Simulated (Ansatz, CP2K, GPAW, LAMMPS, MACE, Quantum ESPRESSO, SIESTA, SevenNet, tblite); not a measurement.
## Quantum ESPRESSO on amorphous Hg33S25Se8 (66 atoms): settings compared

How far do other settings of Quantum ESPRESSO move the forces in amorphous Hg33S25Se8 (66 atoms)? One run of the same program serves as the yardstick.

Main program and level: Quantum ESPRESSO 7.5; the method is named at each step.

### 1. Starting point

The cell holds 66 atoms: 33 Hg, 25 S and 8 Se. Cell: a = 12.034 Å, b = 12.034 Å, c = 12.034 Å, α = 90.0°, β = 90.0°, γ = 90.0°. 66 atoms (33 Hg, 25 S, 8 Se) placed at random at 7.67 g/cm³, melted at 2500 K for 10 ps at fixed volume with the Stillinger-Weber II-VI potential (Zhou et al., Phys. Rev. B 88, 085309 (2013)). Quenched from 2500 K to 500 K at 30 K/ps and fixed volume, held 5 ps, then minimised at fixed cell.

The yardstick, on the same geometry:

```
method                 : Kohn-Sham DFT, PBE, SSSP efficiency 1.3.0 pseudopotentials, plane waves (Quantum ESPRESSO 7.5); sssp-pbe-1.3.0-efficiency, cutoffs 45/360 Ry, Γ point
r.m.s. force component : 0.397 eV/Å
longest force          : 1.349 eV/Å
pressure               : -0.5803 GPa
time                   : 7 min on 4 MPI ranks of Arm Neoverse V2, shared host
CPU time               : 28 min
```

### 2. PBE, sssp-1.3.0-efficiency, 35/280 Ry

Method: Kohn-Sham DFT, PBE, SSSP efficiency 1.3.0 pseudopotentials, plane waves.

Contents of pw.in:

```
&control
  calculation = 'scf'
  pseudo_dir = './pseudo'
  outdir = './tmp'
  disk_io = 'none'
  tprnfor = .true.
  tstress = .true.
/
&system
  ibrav = 0
  nat = 66
  ntyp = 3
  ecutwfc = 35
  ecutrho = 280
  nosym = .true.
  occupations = 'smearing'
  smearing = 'fd'
  degauss = 0.003675
/
&electrons
  conv_thr = 3.3e-07
  electron_maxstep = 100
  mixing_beta = 0.4
  mixing_mode = 'plain'
  diagonalization = 'david'
/
ATOMIC_SPECIES
Hg 200.592 Hg.upf
S 32.060 S.upf
Se 78.971 Se.upf
CELL_PARAMETERS angstrom
12.03400 0.00000 0.00000
0.00000 12.03400 0.00000
0.00000 0.00000 12.03400
ATOMIC_POSITIONS crystal
Hg 0.30856 0.40498 0.34921
Hg 0.36362 0.42984 0.07568
Hg 0.58573 0.89714 0.21871
Hg 0.16181 0.85302 0.40942
Hg 0.57644 0.60952 0.60057
Hg 0.79064 0.09607 0.55159
Hg 0.72913 0.82530 0.46656
Hg 0.78582 0.43271 0.70334
Hg 0.11120 0.60805 0.87690
Hg 0.23456 0.87576 0.13290
Hg 0.89670 0.79110 0.71053
Hg 0.50161 0.00679 0.47601
Hg 0.62795 0.36687 0.93429
Hg 0.03300 0.35661 0.39146
Hg 0.53087 0.32117 0.51839
Hg 0.11375 0.27433 0.00442
Hg 0.83824 0.00846 0.96843
Hg 0.87323 0.58025 0.38489
Hg 0.11130 0.03200 0.89948
Hg 0.04862 0.28709 0.67213
Hg 0.31725 0.47077 0.72601
Hg 0.92516 0.82540 0.24165
Hg 0.72165 0.70902 0.02693
Hg 0.28281 0.10967 0.33181
Hg 0.89367 0.40719 0.12947
Hg 0.62873 0.52960 0.26530
Hg 0.34693 0.11893 0.74313
Hg 0.57181 0.96691 0.78941
Hg 0.89273 0.14809 0.28878
Hg 0.43105 0.69927 0.02553
Hg 0.42823 0.15146 0.02159
Hg 0.61981 0.23450 0.25462
Hg 0.16210 0.58968 0.50991
S 0.09307 0.14583 0.43707
S 0.41727 0.80556 0.84093
S 0.63730 0.91887 0.00333
S 0.48367 0.51595 0.41780
S 0.08070 0.85805 0.61847
S 0.04172 0.40296 0.85242
S 0.67566 0.05144 0.35221
S 0.21089 0.37771 0.55789
S 0.30744 0.98409 0.96339
S 0.23940 0.68957 0.71759
S 0.82023 0.48090 0.93297
S 0.72630 0.72915 0.25768
S 0.56759 0.53387 0.06163
S 0.40561 0.25232 0.21814
S 0.35407 0.72117 0.47885
S 0.86556 0.29652 0.55059
S 0.65154 0.17937 0.04628
S 0.54300 0.83444 0.60260
S 0.92602 0.95044 0.42518
S 0.13932 0.08629 0.68592
S 0.36977 0.17841 0.53203
S 0.37698 0.90752 0.30540
S 0.92070 0.71136 0.90544
[... 6 atom lines left out ...]
Se 0.07353 0.66258 0.30530
Se 0.31705 0.30397 0.88550
Se 0.54179 0.41489 0.72380
Se 0.00524 0.86263 0.03375
K_POINTS gamma
```

The run is started by

```console
$ OMP_NUM_THREADS=1 mpirun -np 4 pw.x -in pw.in > output.txt
```

What it wrote:

```text
Program PWSCF
     gamma-point specific algorithms are used
     one sub-group per band group will be used
     scalapack distributed-memory algorithm (size of sub-group:  2*  2 procs)
     Parallelization info
     sticks:   dense  smooth     PW     G-vecs:    dense   smooth      PW
     Min        2884    1440    361               232656    82220   10287
     Max        2885    1441    364               232661    82225   10290
     Sum       11537    5761   1449               930633   328885   41155
     bravais-lattice index     =            0
     lattice parameter (alat)  =      22.7410  a.u.
     unit-cell volume          =   11760.5226 (a.u.)^3
     number of atoms/cell      =           66
     number of atomic types    =            3
     number of electrons       =       858.00
     number of Kohn-Sham states=          515
     kinetic-energy cutoff     =      35.0000  Ry
     charge density cutoff     =     280.0000  Ry
     scf convergence threshold =      3.3E-07
     mixing beta               =       0.4000
     number of iterations used =            8  plain     mixing
     Exchange-correlation= SLA  PW   PBE  PBE
                           (   1   4   3   4   0   0   0)
     crystal axes: (cart. coord. in units of alat)
               a(1) = (   1.000000   0.000000   0.000000 )
               a(2) = (   0.000000   1.000000   0.000000 )
               a(3) = (   0.000000   0.000000   1.000000 )
     reciprocal axes: (cart. coord. in units 2 pi/alat)
               b(1) = (  1.000000  0.000000  0.000000 )
               b(2) = (  0.000000  1.000000  0.000000 )
               b(3) = (  0.000000  0.000000  1.000000 )
     PseudoPot. # 1 for Hg:
     Pseudo is Norm-conserving, Zval = 20.0
     PseudoPot. # 2 for S :
     Pseudo is Ultrasoft + core correction, Zval =  6.0
     PseudoPot. # 3 for Se:
     Pseudo is Ultrasoft + core correction, Zval =  6.0
     atomic species   valence    mass     pseudopotential
     Hg               20.00   200.59200     Hg( 1.00)
     S                 6.00    32.06000     S ( 1.00)
     Se                6.00    78.97100     Se( 1.00)
     No symmetry found
   Cartesian axes
     number of k points=     1  Fermi-Dirac smearing, width (Ry)=  0.0037
                       cart. coord. in units 2pi/alat
        k(    1) = (   0.0000000   0.0000000   0.0000000), wk =   2.0000000
     Dense  grid:   465317 G-vectors     FFT dimensions: ( 125, 125, 125)
     Smooth grid:   164443 G-vectors     FFT dimensions: (  90,  90,  90)
     Initial potential from superposition of free atoms
     starting charge     857.9961, renormalised to     858.0000
     Starting wfcs are  462 randomized atomic wfcs +   53 random wfcs
     Self-consistent Calculation
     iteration #  1     ecut=    35.00 Ry     beta= 0.40
     Threshold (ethr) on eigenvalues was too large:
     Diagonalizing with lowered threshold
     total energy              =  -11180.77162364 Ry
     estimated scf accuracy    <       7.07097679 Ry
     iteration #  2     ecut=    35.00 Ry     beta= 0.40
     total energy              =  -11178.69748681 Ry
     estimated scf accuracy    <      45.99884990 Ry
     iteration #  3     ecut=    35.00 Ry     beta= 0.40
     total energy              =  -11182.66346338 Ry
     estimated scf accuracy    <       8.10460428 Ry
     iteration #  4     ecut=    35.00 Ry     beta= 0.40
     total energy              =  -11183.30554126 Ry
     estimated scf accuracy    <       1.74351708 Ry
     iteration #  5     ecut=    35.00 Ry     beta= 0.40
     total energy              =  -11183.42020595 Ry
     estimated scf accuracy    <       0.32945881 Ry
     iteration #  6     ecut=    35.00 Ry     beta= 0.40
     total energy              =  -11183.43230718 Ry
     estimated scf accuracy    <       0.26443479 Ry
[...]
total energy              =  -11183.45466866 Ry
[...]
iteration # 20     ecut=    35.00 Ry     beta= 0.40
     total energy              =  -11183.45466894 Ry
     estimated scf accuracy    <       0.00000543 Ry
     iteration # 21     ecut=    35.00 Ry     beta= 0.40
     total energy              =  -11183.45466934 Ry
     estimated scf accuracy    <       0.00000063 Ry
     iteration # 22     ecut=    35.00 Ry     beta= 0.40
     End of self-consistent calculation
          k = 0.0000 0.0000 0.0000 ( 20578 PWs)   bands (ev):
  -107.3221-107.1992-107.1901-107.1430-107.0902-107.0376-107.0376-107.0296
  -107.0265-107.0248-107.0173-107.0024-106.9929-106.9817-106.9777-106.9704
  -106.9553-106.9542-106.9537-106.9425-106.9373-106.8818-106.8738-106.8617
  -106.8094-106.8040-106.8018-106.7577-106.7529-106.7337-106.7192-106.6877
  -106.6496 -55.5245 -55.4971 -55.4893 -55.4049 -55.3921 -55.3787 -55.3773
   -55.3683 -55.3584 -55.3541 -55.3073 -55.3041 -55.2871 -55.2756 -55.2552
   -55.2378 -55.2358 -55.2301 -55.2240 -55.2197 -55.2187 -55.2178 -55.2112
   -55.2104 -55.2101 -55.2097 -55.2079 -55.2072 -55.2037 -55.1980 -55.1916
   -55.1906 -55.1899 -55.1895 -55.1858 -55.1848 -55.1815 -55.1738 -55.1727
   -55.1680 -55.1651 -55.1617 -55.1612 -55.1519 -55.1510 -55.1508 -55.1504
[...]
13.0538  13.1598  13.2093  13.2592  13.3161  13.4084  13.4661  13.5051
    13.5447  13.5963  13.6618  13.6798  13.7430  13.8295  13.8368  13.9708
    14.0164  14.0254  14.0648  14.1192  14.1643  14.2764  14.2907  14.3407
    14.3879  14.4069  14.4127
     the Fermi energy is     8.1627 ev
!    total energy              =  -11183.45466928 Ry
     estimated scf accuracy    <       0.00000022 Ry
     smearing contrib. (-TS)   =      -0.01455827 Ry
     internal energy E=F+TS    =  -11183.44011101 Ry
     The total energy is F=E-TS. E is the sum of the following terms:
     one-electron contribution =   -7307.37589985 Ry
     hartree contribution      =    3732.38093195 Ry
     xc contribution           =   -1352.09473734 Ry
     ewald contribution        =   -6256.35040578 Ry
     convergence has been achieved in  22 iterations
     Forces acting on atoms (cartesian axes, Ry/au):
     atom    1 type  1   force =    -0.00572510   -0.00018090    0.00337532
     atom    2 type  1   force =    -0.00152281    0.01112020   -0.01201817
     atom    3 type  1   force =    -0.01681855    0.00927510   -0.01581553
     atom    4 type  1   force =     0.00734627   -0.01388127    0.02650840
     atom    5 type  1   force =    -0.02013841    0.01087998    0.00360592
     atom    6 type  1   force =     0.01375068    0.00091177    0.00408675
[...]
atom   64 type  3   force =    -0.00529554   -0.00494679    0.01439291
     atom   65 type  3   force =     0.02236960    0.01424369    0.00707338
     atom   66 type  3   force =    -0.01174270   -0.00182079   -0.01357396
     Total force =     0.216953     Total SCF correction =     0.002645
     Computing stress (Cartesian axis) and pressure
          total   stress  (Ry/bohr**3)                   (kbar)     P=     -151.82
  -0.00104031  -0.00000349   0.00001645         -153.04       -0.51        2.42
  -0.00000349  -0.00102059   0.00001722           -0.51     -150.13        2.53
   0.00001645   0.00001722  -0.00103528            2.42        2.53     -152.30
     Message from routine punch:
     Nothing written, as per user request (disk_io='none')
```

The job ended after 4.8 min (4 MPI ranks of Arm Neoverse V2, shared host; peak memory 3.1 GiB; 19 min of CPU time).

Banners, paths, timers and routine set-up lines are dropped from the logs unmarked, and long logs keep their key lines alone; longer cuts are marked.

Compared with the plane-wave run:

```
r.m.s. force component                          : 0.3964 eV/Å
r.m.s. difference of force components           : 5.502 meV/Å
longest difference of force vectors             : 19.24 meV/Å
force difference over r.m.s. force              : 1.386 %
slope of forces against the reference's         : 0.9985
correlation of force components                 : 0.9999
pressure                                        : -15.18 GPa
pressure difference                             : -14.6 GPa
energy less the same-level run's                : 315.4 meV/atom
r.m.s. force difference from the same-level run : 5.502 meV/Å
```

This is a coarse setting, run to see what it loses.

Length of the force difference by element (eV/Å):

```tsv
element	atoms	mean	most
Hg	33	0.012	0.019
S	25	0.0046	0.0081
Se	8	0.0061	0.013
```

A closer look about S54, which bears the longest force: 9 atoms, nearest first, numbered in the order of the input, with positions taken from that point.

```tsv
atom	x	y	z	distance (Å)	bonds	Fx	Fy	Fz (eV/Å)
S54	0.00	0.00	0.00	0.00	4	1.18	-0.64	-0.13
Hg15	1.94	1.72	-0.16	2.60	3	-0.43	0.03	-0.24
Hg27	-0.27	-0.72	2.54	2.65	4	0.08	-0.05	0.07
Hg12	1.59	-2.07	-0.67	2.69	4	-0.38	0.21	0.47
Hg24	-1.05	-0.83	-2.41	2.75	4	-0.53	0.03	0.15
S41	-1.91	2.40	0.31	3.08	5	0.19	0.87	-0.62
S53	-2.77	-1.11	1.85	3.51	3	-0.70	0.02	0.92
S34	-3.33	-0.39	-1.14	3.54	3	0.11	-0.05	-1.19
Hg1	-0.74	2.73	-2.20	3.58	4	-0.15	0.00	0.09
```

Forces lie 1.4 % from the reference's, at 0.68 times its CPU time.

Within one program, basis, potentials and functional, energies share a zero. Each run against its twin at the usual cutoff or grid and solver:

```tsv
run	twin	Δ energy (meV/atom)	Δ force, r.m.s. (meV/Å)	CPU time over the twin's
QE PBE, sssp-1.3.0-efficiency, 35/280 Ry	sssp-1.3.0-efficiency, 45/360 Ry	315	5.50	0.68
```

### 3. Outcome

```yaml
force_difference_from_the_reference: QE PBE, sssp-1.3.0-efficiency, 35/280 Ry (coarse), 1.4 %
its_cpu_time: 19 min
```

What this shows: Runs with settings chosen to be coarse differ by 1.4 % (QE PBE, sssp-1.3.0-efficiency, 35/280 Ry). In pressure, QE PBE, sssp-1.3.0-efficiency, 35/280 Ry misses by -14.6 GPa, at the same functional; a cutoff this low leaves a large Pulay stress. The reference's pressure holds the uncorrected Pulay stress of its 45 Ry basis, so small pressure differences, and their order, may be the reference's own error. The quench rate of 30 K/ps is many orders above laboratory rates, so the cell is likely richer in defects and strain than a real sample. The network of bonds at the start is that of the classical potential that made the cell, and needn't be the one that DFT or experiment would give. The electronic-structure runs sample only Γ, in a cell whose shortest periodic width is 12 Å, which is coarse for a cell with partly filled levels. Spin–orbit coupling is left out, which matters for the levels of the heavy elements.

[Also dropped from logs without a mark: logging warnings of Python, and SIESTA's first energy breakdown and zero terms.]

[Logs are printed without paths, hosts, clocks, repeated set-up lines and the standing remarks that a program may print on its own settings, such as how far it seeks lower states.]

[Hosts, paths, dates, database ids (printed as entryN), source tags and the programs' standing remarks are cut or masked in the printed files.]
